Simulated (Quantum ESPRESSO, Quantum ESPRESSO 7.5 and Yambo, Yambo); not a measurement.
## BaTiO3 (P4mm): G0W0 with and without spin-orbit coupling

Is the spin-orbit change of the gap of BaTiO3 (P4mm) the same in DFT and in GW?

Program: Quantum ESPRESSO 7.5 and Yambo 5.3.0. Level of theory: PBE and many-body steps on it, plane waves. Results are calculated unless marked as measured.

Report form: the programs' logs are mostly left out.

The database entry behind the starting cell differs from later determinations by our own check (c/a about 0.6 % short), so it need not match the best structure at ambient conditions.

## (1) Set-up

Symmetry: P4mm, No. 99, tetragonal system. The conventional cell has a = 4.000 Å, b = 4.000 Å, c = 4.018 Å, α = 90.00°, β = 90.00°, γ = 90.00°. Ba has 12 O at 2.79 to 2.88 Å nearest. Nearest to Ti lie 6 O at 1.85 to 2.17 Å. Nearest to O lie 2 Ti at 1.85 to 2.17 Å and 4 Ba at 2.83 Å. Nearest to O lie 2 Ti at 2.00 Å and 4 Ba at 2.79 to 2.88 Å. Farther neighbours and most contacts between anions are not listed.

Geometry: measured (diffraction); atoms relaxed with PBE. The runs that relaxed it are not among those shown. Spin-orbit coupling is left out unless a step names it.

## (2) Empty states on the mesh, 4×4×4 mesh, 129 bands

This step: Quantum ESPRESSO 7.5; DFT, PBE, plane waves, norm-conserving pseudopotentials.

The sums over transitions need many empty states on a uniform mesh; this step solves for them.

pw.in reads:

```
&control
  calculation = 'nscf'
  prefix = 'x'
  outdir = 'o'
  pseudo_dir = 'pseudo'
/
&system
  ibrav = 0
  nat = 5
  ntyp = 3
  ecutwfc = 76.0
  nbnd = 129
  force_symmorphic = .true.
/
&electrons
  conv_thr = 1e-9
  electron_maxstep = 80
  diago_full_acc = .true.
  diago_thr_init = 5e-6
/
ATOMIC_SPECIES
  Ba 137.33 Ba.upf
  Ti 47.867 Ti.upf
  O 15.999 O.upf
CELL_PARAMETERS angstrom
  3.9998000000 0.0000000000 0.0000000000
  0.0000000000 3.9998000000 0.0000000000
  0.0000000000 0.0000000000 4.0180000000
ATOMIC_POSITIONS crystal
  Ba 0.0000000000 0.0000000000 0.0007199741
  Ti 0.5000000000 0.5000000000 0.4856287386
  O 0.5000000000 0.5000000000 0.0253431139
  O 0.5000000000 0.0000000000 0.5156540867
  O 0.0000000000 0.5000000000 0.5156540867
K_POINTS automatic
  4 4 4 0 0 0
```

Run with:

```console
$ OMP_NUM_THREADS=1 mpirun -n 4 pw.x -nk 4 -in pw.in > pw.out
```

Run time: 22 s. Hardware: 4 MPI ranks of Arm Neoverse V2, shared host; peak memory 0.43 GiB.

Numbers from this step:

```
gap                                                           : 1.845 eV
k of the valence top                                          : -0.5, -0.5, -0.5
k of the conduction bottom                                    : 0, 0, 0
least direct gap                                              : 2.185 eV
k points computed                                             : 18
lowest point of the top converged band, above the valence top : 71.0991 eV
```

On this mesh the gap is 1.845 eV.

The density comes from a self-consistent run that is not shown.

## (3) Conversion and set-up

This step: Yambo 5.3.0; conversion and set-up on PBE, plane waves, norm-conserving pseudopotentials.

The states are converted to the many-body program's format and the q mesh is built.

Run with:

```console
$ (cd o/x.save; p2y > p2y.log; mv SAVE ../..); yambo > setup.log
```

Elapsed: 2.9 s, on 1 MPI rank; peak memory 0.25 GiB.

## (4) Scalar-relativistic

Now the one-shot GW correction: screening in the RPA, then the self-energy of the levels asked for.

This step: G0W0 on PBE, plane waves, norm-conserving pseudopotentials.

gw1.in reads:

```
HF_and_locXC
gw0
dyson
ppa
em1d
rim_cut
RandQpts= 1000000
RandGvec= 1 RL
EXXRLvcs= 76 Ry
VXCRLvcs= 304 Ry
Chimod= "HARTREE"
% BndsRnXp
 1 | 129 |
%
NGsBlkXp= 10 Ry
% LongDrXp
 1 | 1 | 1 |
%
% GbndRnge
 1 | 129 |
%
DysSolver= "n"
ExtendOut
PPAPntXp= 27.21138 eV
% QPkrange
 18 | 18 | 19 | 22 |
 1 | 1 | 19 | 22 |
%
```

Run with:

```console
$ OMP_NUM_THREADS=1 mpirun -n 4 yambo -F gw1.in -J gw1 -C gw1 > gw1.log
```

The job ended after 3.9 min (4 MPI ranks; peak memory 2.1 GiB; 16 min of CPU time).

This step gave:

- G0W0 gap on the points computed: 3.312 eV
- starting gap on the mesh: 1.845 eV
- k of the valence top: -0.5, -0.5, -0.5
- k of the conduction bottom: 0, 0, 0
- least direct G0W0 gap on the computed points: 3.663 eV
- Z at the valence top: 0.7633
- Z at the conduction bottom: 0.7772

The gap on the mesh goes from 1.84 eV to 3.31 eV, a correction of +1.47 eV.

## (5) Empty states on the mesh, 4×4×4 mesh, 258 bands

This step: Quantum ESPRESSO 7.5; DFT, PBE with spin-orbit coupling, plane waves, norm-conserving pseudopotentials.

Edit pw.in of step 2 so:

```diff
@@ -11,4 +11,6 @@
   ecutwfc = 76.0
-  nbnd = 129
+  nbnd = 258
   force_symmorphic = .true.
+  noncolin = .true.
+  lspinorb = .true.
 /
```

Run with:

```console
$ OMP_NUM_THREADS=1 mpirun -n 4 pw.x -nk 4 -in pw.in > pw.out
```

It took 2.4 min on 4 MPI ranks; peak memory 1.1 GiB.

Numbers from this step:

```
gap                                                           : 1.844 eV
k of the valence top                                          : -0.5, -0.5, -0.5
k of the conduction bottom                                    : 0, 0, 0
least direct gap                                              : 2.140 eV
k points computed                                             : 18
lowest point of the top converged band, above the valence top : 71.1033 eV
```

On this mesh the gap is 1.844 eV.

The density comes from a self-consistent run that is not shown, made with spin-orbit coupling and fully relativistic files.

## (6) Conversion and set-up

This step: Yambo 5.3.0; conversion and set-up on PBE with spin-orbit coupling, plane waves, norm-conserving pseudopotentials.

Run with:

```console
$ (cd o/x.save; p2y > p2y.log; mv SAVE ../..); yambo > setup.log
```

It took 4 s on 1 MPI rank; peak memory 0.25 GiB.

## (7) With spin-orbit coupling

This step: G0W0 on PBE with spin-orbit coupling, plane waves, norm-conserving pseudopotentials.

gw4.in reads:

```
HF_and_locXC
gw0
dyson
ppa
em1d
rim_cut
RandQpts= 1000000
RandGvec= 1 RL
EXXRLvcs= 76 Ry
VXCRLvcs= 304 Ry
Chimod= "HARTREE"
% BndsRnXp
 1 | 258 |
%
NGsBlkXp= 10 Ry
% LongDrXp
 1 | 1 | 1 |
%
% GbndRnge
 1 | 258 |
%
DysSolver= "n"
ExtendOut
PPAPntXp= 27.21138 eV
% QPkrange
 18 | 18 | 37 | 44 |
 1 | 1 | 37 | 44 |
%
```

Run with:

```console
$ OMP_NUM_THREADS=1 mpirun -n 4 yambo -F gw4.in -J gw4 -C gw4 > gw4.log
```

Elapsed: 17 min, on 4 MPI ranks; peak memory 5.5 GiB.

This step gave:

| Quantity | Value |
| --- | --- |
| G0W0 gap on the points computed | 3.311 eV |
| starting gap on the mesh | 1.844 eV |
| k of the valence top | -0.5, -0.5, -0.5 |
| k of the conduction bottom | 0, 0, 0 |
| least direct G0W0 gap on the computed points | 3.615 eV |
| Z at the valence top | 0.7633 |
| Z at the conduction bottom | 0.7775 |

Against G0W0 in Yambo (4×4×4 mesh, 129 bands, screening to 136.1 eV, Godby-Needs plasmon pole), the gap moves by −0.001 eV.

## (8) Side by side

Times are wall times on 4 MPI ranks of Arm Neoverse V2, shared host, good to a factor of about two.

| run | mesh | bands | screening cutoff (eV) | DFT gap (eV) | gap on the mesh (eV) | direct (eV) | time |
| --- | --- | --- | --- | --- | --- | --- | --- |
| scalar-relativistic | 4×4×4 | 129 | 136.1 | 1.845 | 3.312 | 3.663 | 3.9 min |
| with spin-orbit coupling | 4×4×4 | 258 | 136.1 | 1.844 | 3.311 | 3.615 | 17 min |

## (9) Outcome

| Item | Value |
| --- | --- |
| scalar-relativistic | 3.312 eV |
| with spin-orbit coupling | 3.311 eV |
| known limits | not at the basis limit; no spin-orbit coupling in some runs; coarse k mesh |

With spin-orbit coupling: −0.001 eV against scalar-relativistic. Bands and cutoff are finite, so the gap is not at the basis limit. The miss can reach some tenths of an eV and take either sign; the mesh is an error of its own. In the G0W0 runs levels were corrected at 2 k points alone, so a gap called «on the mesh» is the least over those, and an edge elsewhere would be missed. The 4×4×4 mesh is coarse for this cell, which bears on the long-range parts of exchange and screening.

[Paths, hosts, dates, memory and timing lines, banners, echoed tables and standing remarks are left out of the program output.]

[Logs are printed without paths, hosts, clocks, repeated set-up lines and the standing remarks that a program may print on its own settings, such as how far it seeks lower states.]

[Runs of the session that timed out or met a known fault of the program may be left out.]

[Hosts, paths, dates, database ids (printed as entryN), source tags and the programs' standing remarks are cut or masked in the printed files.]
